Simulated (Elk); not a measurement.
# Magnetic state of Cr (Chromium) from several starts, part 2 of 3

Does Cr (Chromium) prefer parallel or opposed moments, or none?

Elk 11.2.3 (patched build); PBE; all-electron APW+lo, Dirac cores, scalar-relativistic bands.

So far. Step 2 (Run 1 (ferro +)): After 40 cycles the seed has died away: no moment is left.

**3. Run 2 (antiferro q=(0,0,1/2) +-)**

An opposed order shows whether the pairs that it reverses prefer unlike signs.

This order needs a doubled cell of 2 atoms. Its mesh is chosen so that both cells sample the same points.

elk.in

```
tasks
  0

xctype
  20

reducebf
  0.5

epsengy
  1e-05

maxscl
  100

rgkmax
  7.0

nempty
  12

swidth
  0.003

lmaxi
  3

spinpol
  .true.

sppath
  './'

avec
  -2.72489058540 2.72489058540 2.72489058540
  2.72489058540 -2.72489058540 2.72489058540
  5.44978117081 5.44978117081 -5.44978117081

atoms
  1
  'Cr.in'
  2
  0.0000000000 0.0000000000 0.0000000000   0.000000 0.000000 -0.187500
  0.0000000000 0.0000000000 0.5000000000   0.000000 0.000000 0.187500

ngridk
  12 12 6
```

Launch:

```
OMP_NUM_THREADS=2 elk
```

Numbers of over 12 decimals in the logs are rounded to 6 here.

The program printed:

```text
Info(gndstate): no moment of its own; a second start begins; STATE.OUT holds the state before
Info(gndstate): the second start gave no lower state; one of another order, or behind a
 stronger field, isn't excluded

--- INFO.OUT ---
┌─────────────────────────┐
│ Elk code version 11.2.3 │
└─────────────────────────┘

All units are atomic (Hartree, Bohr, etc.)

┌─────────────────────────────────────────────────┐
│ Ground-state run starting from atomic densities │
└─────────────────────────────────────────────────┘

Lattice vectors :
  -2.724890585       2.724890585       2.724890585
   2.724890585      -2.724890585       2.724890585
   5.449781171       5.449781171      -5.449781171

Species : 1 (Cr)
 parameters loaded from : Cr.in
 name : chromium
 nuclear charge    :   -24.00000000
 electronic charge :    24.00000000
 atomic mass :    94783.09202
 muffin-tin radius :    2.334824469
 number of radial points in muffin-tin :    993
 inner part over the whole radius :   0.9938561239E-02
 number on inner part of muffin-tin    :    699
 approximate nuclear radius :   0.6987106690E-04
 number of mesh points to nuclear radius :    329
 atomic positions (lattice), magnetic fields (Cartesian) :
  1 :   0.00000000  0.00000000  0.00000000    0.00000000  0.00000000 -0.18750000
  2 :   0.00000000  0.00000000  0.50000000    0.00000000  0.00000000  0.18750000

Total number of atoms per unit cell :    2
Total muffin-tin volume :    106.6304675
 ratio of muffin-tin to unit cell volume :   0.6587856359

Spin treatment :
 spin-polarised
 global magnetic field (Cartesian) :    0.000000000       0.000000000       0.000000000
 collinear magnetisation in z-direction

Number of Bravais lattice symmetries :    8
Number of crystal symmetries         :   16
Crystal has inversion symmetry
Real symmetric eigensolver will be used

k-point grid :     12    12     6
k-point offset :    0.000000000       0.000000000       0.000000000
k-point set is reduced with full crystal symmetry group
Total number of k-points :      154

Muffin-tin radius times maximum |G+k| :    7.000000000
 using average radius
Maximum |G+k| for APW functions       :    2.998084049
Maximum (1/2)|G+k|²                   :    4.494253983
Maximum |G| for potential and density :    12.00000000
Constant for pseudocharge density :    7
 order of it for each species :   14
 order of it for pair densities of each species (exact exchange by exxq0 0: 14) :   10
Radial integration step length :    1

G-vector grid sizes :     20    20    40
Number of G-vectors :     4689

Maximum angular momentum used for
 APW functions            :    8
 outer part of muffin-tin :    6
 inner part of muffin-tin :    3

Number of empty states         :     24
Total number of valence states :     78
Total number of core states    :     20

Third-order local-orbitals added for an l without core states : T
Total number of local-orbitals :     46

Exchange-correlation functional :     20     0     0
 Perdew-Burke-Ernzerhof, Phys. Rev. Lett. 77, 3865 (1996)
 gradient requirement :    1
 generalised gradient approximation (GGA)

Smearing type :    3
 Fermi-Dirac
Smearing width :   0.3000000000E-02
Effective electronic temperature (K) :    947.3250744

Mixing type :    3
 Broyden mixing, J. Phys. A: Math. Gen. 17, L317 (1984)

Kohn-Sham potential initialised from atomic data

┌──────────────────────────────┐
│ Self-consistent loop started │
└──────────────────────────────┘

┌─────────────────┐
│ Loop number : 1 │
└─────────────────┘

Energies :
 Fermi                       :     0.330002
 sum of occupied eigenvalues :     -1220.8384487834
 electron kinetic            :      2115.4667253426
 core electron kinetic       :      1925.9838121757
 Coulomb                     :     -4120.7455523049
 Coulomb potential           :     -3225.1368280257
 nuclear-nuclear             :     -384.63901597508
 electron-nuclear            :     -4262.6303126391
 Hartree                     :      526.52377630926
 Madelung                    :     -2508.1771382920
 xc potential                :     -111.07982967432
 xc effective B-field        :    -0.42598473400992E-01
 external B-field            :      0.000000
 exchange                    :     -94.457508410095
 correlation                 :     -2.193561
 electron entropic           :    -0.85852627676055E-03
 total energy                :     -2101.9307553172
 (external B-field energy excluded from total)

Density of states at Fermi energy :    28.12561682
 (states/Hartree/unit cell)

Estimated indirect band gap :   0.6436488724E-03
 from k-point 62 to k-point 8
Estimated direct band gap   :   0.1259168265E-01
 at k-point 122

Charges :
 core                        :    20.00000000
 valence                     :    28.00000000
 interstitial                :    2.902972973
 muffin-tins (core leakage)
  species : 1 (Cr)
   atom 1                    :    22.54851351     ( -0.2218855180E-06)
   atom 2                    :    22.54851351     ( -0.2218855180E-06)
 total in muffin-tins        :    45.09702703
 total calculated charge     :    48.00049449
 total charge                :    48.00000000
 error                       :   0.4944853455E-03

Moments :
 interstitial                :   0.1569569702E-16
 muffin-tins
  species : 1 (Cr)
   atom 1                    :    1.059543137
   atom 2                    :   -1.059543137
 total in muffin-tins        :    0.000000000
 total moment                :   0.1569569702E-16

[... earlier loops left out ...]

┌──────────────────┐
│ Loop number : 41 │
└──────────────────┘

Energies :
 Fermi                       :     0.372697
 sum of occupied eigenvalues :     -1221.0811557232
 electron kinetic            :      2125.7872486731
 core electron kinetic       :      1925.4938352764
 Coulomb                     :     -4129.9957033312
 Coulomb potential           :     -3220.3373488649
 nuclear-nuclear             :     -384.63901597508
 electron-nuclear            :     -4286.2015216066
 Hartree                     :      540.84483425046
 Madelung                    :     -2519.8270288988
 xc potential                :     -126.53105553115
 xc effective B-field        :    -0.18111002169119E-09
 external B-field            :      0.000000
 exchange                    :     -95.374852099382
 correlation                 :     -2.189276
 electron entropic           :    -0.10776844023623E-02
 total energy                :     -2101.7736607066
 (external B-field energy excluded from total)

Density of states at Fermi energy :    34.71007449
 (states/Hartree/unit cell)

Estimated indirect band gap :   0.4535696246E-02
 from k-point 107 to k-point 41
Estimated direct band gap   :   0.5959807684E-02
 at k-point 131

Charges :
 core                        :    20.00000000
 valence                     :    28.00000000
 interstitial                :    2.369108879
 muffin-tins (core leakage)
  species : 1 (Cr)
   atom 1                    :    22.81544556     ( -0.2218883548E-06)
   atom 2                    :    22.81544556     ( -0.2218883548E-06)
 total in muffin-tins        :    45.63089112
 total calculated charge     :    48.00055289
 total charge                :    48.00000000
 error                       :   0.5528938408E-03

Moments :
 interstitial                :  -0.7463258546E-22
 muffin-tins
  species : 1 (Cr)
   atom 1                    :   0.6951174633E-04
   atom 2                    :  -0.6951174633E-04
 total in muffin-tins        :    0.000000000
 total moment                :  -0.7463258546E-22

┌──────────────────────────────┐
│ Self-consistent loop stopped │
└──────────────────────────────┘

Wrote STATE.OUT
```

Wall time 10 min (2 threads of Arm Neoverse V1, shared host); peak memory 0.17 GiB; 21 min of CPU time.

The moments died away, and this build then starts once more from a stronger push, within the same count of loops. That gave no lower state.

Numbers from this step:

| Item | Value |
| --- | --- |
| final state | non-magnetic |

It ends in the same state without moments as the first start; the 0.27 meV between them is numerical noise.

**4. Run 3 (antiferro q=(1/2,1/2,1/2) +-)**

Reversing part of the moments tests the sign of the couplings between them.

This order needs a doubled cell of 2 atoms. Its mesh is chosen so that both cells sample the same points.

elk.in

```
tasks
  0

xctype
  20

reducebf
  0.5

epsengy
  1e-05

maxscl
  100

rgkmax
  7.0

nempty
  12

swidth
  0.003

lmaxi
  3

spinpol
  .true.

sppath
  './'

avec
  -5.44978117081 5.44978117081 5.44978117081
  0.00000000000 0.00000000000 5.44978117081
  0.00000000000 5.44978117081 0.00000000000

atoms
  1
  'Cr.in'
  2
  0.0000000000 0.0000000000 0.0000000000   0.000000 0.000000 -0.187500
  0.5000000000 0.0000000000 0.0000000000   0.000000 0.000000 0.187500

ngridk
  6 12 12
```

Launch:

```
OMP_NUM_THREADS=2 elk
```

The program printed:

```text
┌─────────────────────────┐
│ Elk code version 11.2.3 │
└─────────────────────────┘

All units are atomic (Hartree, Bohr, etc.)

┌─────────────────────────────────────────────────┐
│ Ground-state run starting from atomic densities │
└─────────────────────────────────────────────────┘

Lattice vectors :
  -5.449781171       5.449781171       5.449781171
   0.000000000       0.000000000       5.449781171
   0.000000000       5.449781171       0.000000000

Species : 1 (Cr)
 muffin-tin radius :    2.334824469
[...]
atom 2                    :    22.81925715     ( -0.2218886870E-06)
 total in muffin-tins        :    45.63851430
 total calculated charge     :    47.99998008
 total charge                :    48.00000000
 error                       :   0.1991991540E-04

Moments :
 interstitial                :  -0.1170041164E-17
 muffin-tins
  species : 1 (Cr)
   atom 1                    :    1.150631734
   atom 2                    :   -1.150631734
 total in muffin-tins        :    0.000000000
 total moment                :  -0.1170041164E-17

┌──────────────────────────────┐
│ Self-consistent loop stopped │
└──────────────────────────────┘

Wrote STATE.OUT

[key lines of the parts left out:]
total energy                :     -2101.7749601973
```

Wall time 91 s (2 threads); peak memory 0.14 GiB; 3 min of CPU time.

Spin moment in the muffin-tin sphere by atom:

| atom | spin moment in the muffin-tin sphere (μB) |
| --- | --- |
| Cr1 | 1.15 |
| Cr2 | -1.15 |

This step gave:

```
density of states at the Fermi level : 0.5894 states/eV/cell
moment between the spheres           : 0 μB
magnetization                        : 0 μB
final state                          : antiferromagnetic
```

It lies 18.0 meV a seeded atom under the first start, and its largest moment is 1.15 μB against 2.8e-6 μB.

**5. Order 4, typed as no spin polarisation**

This run holds no moments, which gives a state to set the others against.

elk.in

```
tasks
  0

xctype
  20

epsengy
  1e-05

maxscl
  100

rgkmax
  7.0

nempty
  12

swidth
  0.003

lmaxi
  3

sppath
  './'

avec
  -2.72489058540 2.72489058540 2.72489058540
  2.72489058540 -2.72489058540 2.72489058540
  2.72489058540 2.72489058540 -2.72489058540

atoms
  1
  'Cr.in'
  1
  0.0000000000 0.0000000000 0.0000000000   0.000000 0.000000 0.000000

ngridk
  12 12 12
```

Launch:

```
OMP_NUM_THREADS=2 elk
```

The program printed:

```text
┌─────────────────────────┐
│ Elk code version 11.2.3 │
└─────────────────────────┘

All units are atomic (Hartree, Bohr, etc.)

┌─────────────────────────────────────────────────┐
│ Ground-state run starting from atomic densities │
└─────────────────────────────────────────────────┘

Lattice vectors :
  -2.724890585       2.724890585       2.724890585
   2.724890585      -2.724890585       2.724890585
   2.724890585       2.724890585      -2.724890585

Species : 1 (Cr)
 muffin-tin radius :    2.334824469
[...]
Estimated direct band gap   :   0.1358594942E-01
 at k-point 60

Charges :
 core                        :    10.00000000
 valence                     :    14.00000000
 interstitial                :    1.184629780
 muffin-tins (core leakage)
  species : 1 (Cr)
   atom 1                    :    22.81537022     ( -0.2218887012E-06)
 total in muffin-tins        :    22.81537022
 total calculated charge     :    24.00013358
 total charge                :    24.00000000
 error                       :   0.1335765770E-03

┌──────────────────────────────┐
│ Self-consistent loop stopped │
└──────────────────────────────┘

Wrote STATE.OUT

[key lines of the parts left out:]
total energy                :     -1050.8868203919
```

It took 6.3 s on 2 threads; peak memory 0.05 GiB.

This step gave:

```yaml
density_of_states_at_the_fermi_level: 0.6381 states/eV/cell
final_state: non-magnetic (no spin polarisation)
```

It ends in the same state without moments as the first start; the 0.0011 meV between them is numerical noise.

**6. An attempt with other settings**

An input with a fault is tried, to see how the program answers.

elk.in

```
tasks
  1

xctype
  20

reducebf
  0.5

epsengy
  1e-05

maxscl
  100

rgkmax
  7.0

nempty
  12

swidth
  0.003

lmaxi
  3

spinpol
  .true.

sppath
  './'

avec
  -2.72489058540 2.72489058540 2.72489058540
  2.72489058540 -2.72489058540 2.72489058540
  2.72489058540 2.72489058540 -2.72489058540

atoms
  1
  'Cr.in'
  1
  0.0000000000 0.0000000000 0.0000000000   0.000000 0.000000 -0.187500

ngridk
  12 12 12
```

Launch:

```
OMP_NUM_THREADS=2 elk
```

The program printed:

```text
┌─────────────────────────────────┐
│ Elk code version 11.2.3 started │
└─────────────────────────────────┘

Info(readinput): the functional depends on the density's gradient
 muffin-tin radial points multiplied by    2.00000
 (not where nrmtscf is given)

┌──────────────────┐
│ Current task : 1 │
└──────────────────┘
Info(checkmt): changed muffin-tin radius of species 1 (Cr) from   2.4000 to   2.3348

Error(readstate): error opening STATE.OUT
```

The job ended after 0.32 s (2 threads; peak memory 0.05 GiB).

The input was rejected at the start.

The program's message: “Error(readstate): error opening STATE.OUT”

The fault put into the input: a continued run without STATE.OUT.

Task 1 goes on from a saved state; a fresh run is task 0.

**7. Energies of the orders**

These are free energies at a smearing of 0.0816 eV, so its entropy term is in the differences. They are divided by the number of seeded atoms, so that cells of unlike size compare. Wavevectors q in the names are fractions of the reciprocal vectors of the first run's cell.

Orders:

| start | final state | typed order kept | energy over the lowest (meV a seeded atom) | largest sphere moment (μB) | net moment (μB a primitive cell) | DOS at the Fermi level (states/eV a primitive cell) | mesh matched | CPU time (s) |
| --- | --- | --- | --- | --- | --- | --- | --- | --- |
| ferro + | non-magnetic | no | 17.95 | 0 | 0 | 0.6381 | yes | 137.5 |
| antiferro q=(0,0,1/2) +- | non-magnetic | no | 17.68 | 6.95e-5 | 0 | 0.6378 | yes | 1230 |
| antiferro q=(1/2,1/2,1/2) +- | antiferromagnetic | yes | 0 | 1.151 | 0 | 0.2947 | yes | 178.4 |
| no spin polarisation | non-magnetic | - | 17.95 | 0 | 0 | 0.6381 | yes | 10.91 |

[end of part 2 of 3]

[Logs and program files are shortened in this print: banners, set-up blocks, solver, clock and traceback lines can be left out without a mark of their own.]

[Logs are printed without paths, hosts, clocks, repeated set-up lines and the standing remarks that a program may print on its own settings, such as how far it seeks lower states.]

[Hosts, paths, dates, database ids (printed as entryN), source tags and the programs' standing remarks are cut or masked in the printed files.]

[Where a cell is said to come from a database of computed structures, the database is the Materials Project.]
